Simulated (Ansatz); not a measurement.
## AlN (F-43m):Co_Al, thermodynamic levels from a 54-atom cell

Aim: at which Fermi levels does Co_Al in AlN (F-43m) change its charge? The model is a cell of 54 host atoms with 1 Al taken out and 1 Co put in.

Method: place-levels on r2SCAN runs: charge-transition levels and formation energies with image-charge correction and potential alignment at the atomic sites; PAW set soft_1, in Ansatz 0.2.0.

### Step 1. The structure

The cell holds 54 atoms: 26 Al, 27 N and 1 Co. Cell: a = 9.269 Å, b = 9.269 Å, c = 9.269 Å, α = 60.0°, β = 60.0°, γ = 60.0°. It derives from AlN (space group F-43m). Nearest the centre at fractional (0.333, 0.667, 0.667): Co35 at 0.00 Å, N34 at 1.89 Å, N30 at 1.89 Å, N18 at 1.89 Å, N36 at 1.89 Å, Al23 at 3.09 Å, Al31 at 3.09 Å, Al5 at 3.09 Å.

Structure file:

```xyz
54
Lattice="0.0000 6.5542 6.5542 6.5542 0.0000 6.5542 6.5542 6.5542 0.0000" Properties=species:S:1:pos:R:3 pbc="T T T"
Al    0.0000    0.0000    0.0000
N     1.0924    1.0924    1.0924
Al    2.1847    2.1847    0.0000
N     3.2771    3.2771    1.0924
Al    4.3695    4.3695    0.0000
N     5.4618    5.4618    1.0924
Al    2.1847    0.0000    2.1847
N     3.2771    1.0924    3.2771
Al    4.3695    2.1847    2.1847
N     5.4618    3.2771    3.2771
Al    6.5542    4.3695    2.1847
N     7.6466    5.4618    3.2771
Al    4.3695    0.0000    4.3695
N     5.4618    1.0924    5.4618
Al    6.5542    2.1847    4.3695
N     7.6466    3.2771    5.4618
Al    8.7389    4.3695    4.3695
N     9.8313    5.4618    5.4618
Al    0.0000    2.1847    2.1847
N     1.0924    3.2771    3.2771
Al    2.1847    4.3695    2.1847
N     3.2771    5.4618    3.2771
Al    4.3695    6.5542    2.1847
N     5.4618    7.6466    3.2771
Al    2.1847    2.1847    4.3695
N     3.2771    3.2771    5.4618
Al    4.3695    4.3695    4.3695
N     5.4618    5.4618    5.4618
Al    6.5542    6.5542    4.3695
N     7.6466    7.6466    5.4618
Al    4.3695    2.1847    6.5542
N     5.4618    3.2771    7.6466
Al    6.5542    4.3695    6.5542
N     7.6466    5.4618    7.6466
Co    8.7389    6.5542    6.5542
N     9.8313    7.6466    7.6466
Al    0.0000    4.3695    4.3695
N     1.0924    5.4618    5.4618
Al    2.1847    6.5542    4.3695
N     3.2771    7.6466    5.4618
Al    4.3695    8.7389    4.3695
N     5.4618    9.8313    5.4618
Al    2.1847    4.3695    6.5542
N     3.2771    5.4618    7.6466
Al    4.3695    6.5542    6.5542
N     5.4618    7.6466    7.6466
Al    6.5542    8.7389    6.5542
N     7.6466    9.8313    7.6466
Al    4.3695    4.3695    8.7389
N     5.4618    5.4618    9.8313
Al    6.5542    6.5542    8.7389
N     7.6466    7.6466    9.8313
Al    8.7389    8.7389    8.7389
N     9.8313    9.8313    9.8313
```

Known beforehand: the electronic dielectric constant, 4.64, and the static one, 8.51, computed on the host (DFPT, PBEsol, on the r2SCAN cell), and a cell off the functional's own equilibrium shifts the ionic part.

The cell's shortest repeat is 9.3 Å.

### Step 2. The runs of each charge state

Levels follow from differences of total energies between charge states, each relaxed by itself.

Random displacements of about 0.05 Å break the site symmetry at the start, so that the relaxation can reach a distorted minimum if there is one. Forces are taken at one point at (¼, ¼, ¼). The cell holds 2 electrons more than the neutral one, with a uniform background that keeps it neutral on the whole.

The sampling was tested on the host first: at the k-points planned (1x1x1 shifted 0.25 0.25 0.25) its energy lies 0.045 eV an atom from the dense-mesh value, so the final energies take a denser sampling.

One state's input; the others differ in charge, spin, start and seed, and in occupations where the table says so.

Contents of qm2.relax_smeared/input.yaml:

```yaml
crystal:
  lattice:
    - [0.0, 6.55418986, 6.55418986]
    - [6.55418986, 0.0, 6.55418986]
    - [6.55418986, 6.55418986, 0.0]
  atoms:
    - { symbol: Al, position: [0.0, 0.0, 0.0] }
    - { symbol: "N", position: [0.08333333, 0.08333333, 0.08333333] }
    - { symbol: Al, position: [0.0, 0.0, 0.33333333] }
    - { symbol: "N", position: [0.08333333, 0.08333333, 0.41666667] }
    - { symbol: Al, position: [0.0, 0.0, 0.66666667] }
    - { symbol: "N", position: [0.08333333, 0.08333333, 0.75] }
    - { symbol: Al, position: [0.0, 0.33333333, 0.0] }
    - { symbol: "N", position: [0.08333333, 0.41666667, 0.08333333] }
    - { symbol: Al, position: [0.0, 0.33333333, 0.33333333] }
    - { symbol: "N", position: [0.08333333, 0.41666667, 0.41666667] }
    - { symbol: Al, position: [0.0, 0.33333333, 0.66666667] }
    - { symbol: "N", position: [0.08333333, 0.41666667, 0.75] }
    - { symbol: Al, position: [0.0, 0.66666667, 0.0] }
    - { symbol: "N", position: [0.08333333, 0.75, 0.08333333] }
    - { symbol: Al, position: [0.0, 0.66666667, 0.33333333] }
    - { symbol: "N", position: [0.08333333, 0.75, 0.41666667] }
    - { symbol: Al, position: [0.0, 0.66666667, 0.66666667] }
    - { symbol: "N", position: [0.08333333, 0.75, 0.75] }
    - { symbol: Al, position: [0.33333333, 0.0, 0.0] }
    - { symbol: "N", position: [0.41666667, 0.08333333, 0.08333333] }
    - { symbol: Al, position: [0.33333333, 0.0, 0.33333333] }
    - { symbol: "N", position: [0.41666667, 0.08333333, 0.41666667] }
    - { symbol: Al, position: [0.33333333, 0.0, 0.66666667] }
    - { symbol: "N", position: [0.41666667, 0.08333333, 0.75] }
    - { symbol: Al, position: [0.33333333, 0.33333333, 0.0] }
    - { symbol: "N", position: [0.41666667, 0.41666667, 0.08333333] }
    - { symbol: Al, position: [0.33333333, 0.33333333, 0.33333333] }
    - { symbol: "N", position: [0.41666667, 0.41666667, 0.41666667] }
    - { symbol: Al, position: [0.33333333, 0.33333333, 0.66666667] }
    - { symbol: "N", position: [0.41666667, 0.41666667, 0.75] }
    - { symbol: Al, position: [0.33333333, 0.66666667, 0.0] }
    - { symbol: "N", position: [0.41666667, 0.75, 0.08333333] }
    - { symbol: Al, position: [0.33333333, 0.66666667, 0.33333333] }
    - { symbol: "N", position: [0.41666667, 0.75, 0.41666667] }
    - { symbol: Co, position: [0.33333333, 0.66666667, 0.66666667] }
    - { symbol: "N", position: [0.41666667, 0.75, 0.75] }
    - { symbol: Al, position: [0.66666667, 0.0, 0.0] }
    - { symbol: "N", position: [0.75, 0.08333333, 0.08333333] }
    - { symbol: Al, position: [0.66666667, 0.0, 0.33333333] }
    - { symbol: "N", position: [0.75, 0.08333333, 0.41666667] }
    - { symbol: Al, position: [0.66666667, 0.0, 0.66666667] }
    - { symbol: "N", position: [0.75, 0.08333333, 0.75] }
    - { symbol: Al, position: [0.66666667, 0.33333333, 0.0] }
    - { symbol: "N", position: [0.75, 0.41666667, 0.08333333] }
    - { symbol: Al, position: [0.66666667, 0.33333333, 0.33333333] }
    - { symbol: "N", position: [0.75, 0.41666667, 0.41666667] }
    - { symbol: Al, position: [0.66666667, 0.33333333, 0.66666667] }
    - { symbol: "N", position: [0.75, 0.41666667, 0.75] }
    - { symbol: Al, position: [0.66666667, 0.66666667, 0.0] }
    - { symbol: "N", position: [0.75, 0.75, 0.08333333] }
    - { symbol: Al, position: [0.66666667, 0.66666667, 0.33333333] }
    - { symbol: "N", position: [0.75, 0.75, 0.41666667] }
    - { symbol: Al, position: [0.66666667, 0.66666667, 0.66666667] }
    - { symbol: "N", position: [0.75, 0.75, 0.75] }
  host:
    repeats: [3, 3, 3]
    atoms:
      - { symbol: Al, position: [0.0, 0.0, 0.0] }
      - { symbol: "N", position: [0.25, 0.25, 0.25] }
total_charge: -2
basis:
  ecutwfc: 500
  xc_grid: 2
hamiltonian:
  xc: r2scan
  pseudopotentials: { kind: paw, azcp: { folder: soft_1 } }
kpoints:
  mp_grid: { grid: [1, 1, 1], shift: [0.25, 0.25, 0.25] }
scf:
  occupations: { method: fermi_dirac, width: 0.01 }
  max_iter: 100
output:
  forces: true
  charged_corrections:
    epsilon: 4.64
    static_epsilon: 8.51
    defect_position: [0.333333, 0.666667, 0.666667]
relax:
  f_tol: 0.02
  max_steps: 80
  random_displacement: { amplitude: 0.05, seed: 560 }
checkpoint:
  write: "../qm2.relax_smeared.run"
  compress: false
  write_wavefunctions: true
  write_every: 100000
```

Command:

```bash
ansatz run input.yaml --threads 4 --pin off --max-ram 7536MiB --backend cpu --events-out ev --progress --plain --runs-dir out
```

Defect states can disperse in a cell of this size, so the energy is taken again at a 2×2×2 shifted mesh, on the relaxed structure.

The run of this state that the levels use, under r2SCAN:

Contents of qm2.point/input.yaml:

```yaml
crystal:
  checkpoint: "../qm2.relax_smeared.run"
  host: checkpoint
total_charge: -2
basis:
  ecutwfc: 500
  xc_grid: 2
hamiltonian:
  xc: r2scan
  pseudopotentials: { kind: paw, azcp: { folder: soft_1 } }
kpoints:
  mp_grid: { grid: [2, 2, 2], shift: [0.5, 0.5, 0.5] }
scf:
  occupations: { method: fermi_dirac, width: 0.01 }
  max_iter: 100
output:
  forces: true
  eigenvalues: true
  charged_corrections:
    epsilon: 4.64
    static_epsilon: 8.51
    defect_position: [0.333333, 0.666667, 0.666667]
  eigenstates: { localisation: true }
  populations: true
checkpoint:
  read: "../qm2.relax_smeared.run"
  write: "../qm2.point.run"
  compress: false
  write_wavefunctions: false
  write_every: 100000
```

Relaxations under r2SCAN at one point at (¼, ¼, ¼); times on 4 threads of Arm Neoverse V1, shared host:

```csv
charge,moment (μB),occupations,outcome,steps,largest displacement against the far atoms (Å),time
−2,0,fixed,not converged,2,-,2.7 min
−2,0,fermi-dirac,converged,13,0.44,2.9 min
−2,2,fixed,converged,11,0.19,4.9 min
−1,1,fixed,converged,6,0.11,3.6 min
−1,3,fixed,converged,5,0.11,1.9 min
0,0,fixed,converged,6,0.13,77 s
0,4,fixed,converged,6,0.06,2.4 min
0,2,fixed,converged,7,0.07,5.3 min
+1,1,fixed,converged,7,0.05,3.4 min
+1,5,fixed,converged,5,0.03,2.1 min
+1,3,fixed,converged,10,0.05,4.4 min
```

Single points under r2SCAN at a 2×2×2 shifted mesh; times on 4 threads of Arm Neoverse V1, shared host:

| charge | moment (μB) | occupations | outcome | time |
| --- | --- | --- | --- | --- |
| −2 | 0 | fermi-dirac | converged | 56 s |
| −2 | 2 | fermi-dirac | converged | 2.3 min |
| −1 | 1 | fermi-dirac | converged | 2 min |
| −1 | 3 | fermi-dirac | converged | 2 min |
| 0 | 0 | fermi-dirac | converged | 60 s |
| 0 | 4 | fermi-dirac | converged | 2.2 min |
| 0 | 2 | fermi-dirac | converged | 5 min |
| +1 | 1 | fermi-dirac | converged | 2.8 min |
| +1 | 5 | fermi-dirac | converged | 2.2 min |
| +1 | 3 | fermi-dirac | converged | 2.3 min |

Distances (Å) from Co35 to the nearest atoms after relaxation with r2SCAN:

```
charge  moment (μB)      1.      2.      3.      4.       5.       6.
    −2            0  N 1.89  N 1.96  N 1.96  N 2.45  Al 2.60  Al 2.72
    −2            2  N 1.94  N 2.09  N 2.09  N 2.09  Al 2.97  Al 2.97
    −1            1  N 1.96  N 2.00  N 2.00  N 2.01  Al 3.05  Al 3.05
    −1            3  N 2.00  N 2.00  N 2.00  N 2.00  Al 3.08  Al 3.08
     0            0  N 1.92  N 1.93  N 1.93  N 1.93  Al 3.04  Al 3.04
     0            4  N 1.94  N 1.94  N 1.95  N 1.95  Al 3.09  Al 3.09
     0            2  N 1.91  N 1.94  N 1.95  N 1.96  Al 3.08  Al 3.08
    +1            1  N 1.86  N 1.86  N 1.86  N 1.91  Al 3.10  Al 3.10
    +1            5  N 1.90  N 1.90  N 1.90  N 1.90  Al 3.11  Al 3.11
    +1            3  N 1.88  N 1.90  N 1.90  N 1.91  Al 3.10  Al 3.10
```

(Continued in part 2 of 2.)

[Logs are printed without paths, hosts, clocks, repeated set-up lines and the standing remarks that a program may print on its own settings, such as how far it seeks lower states.]

[Hosts, paths, dates, database ids (printed as entryN), source tags and the programs' standing remarks are cut or masked in the printed files.]

[Where a table of states has a column of steps, it counts the stored structures, which are thinned; the runs took as many ionic steps or more.]

[A defect's name tells the site on which it was built; relaxed atoms can leave that site.]

[For some hosts the program warned that the k-mesh of the response run may be too coarse for force constants and the static dielectric constant; such warnings are not shown here.]
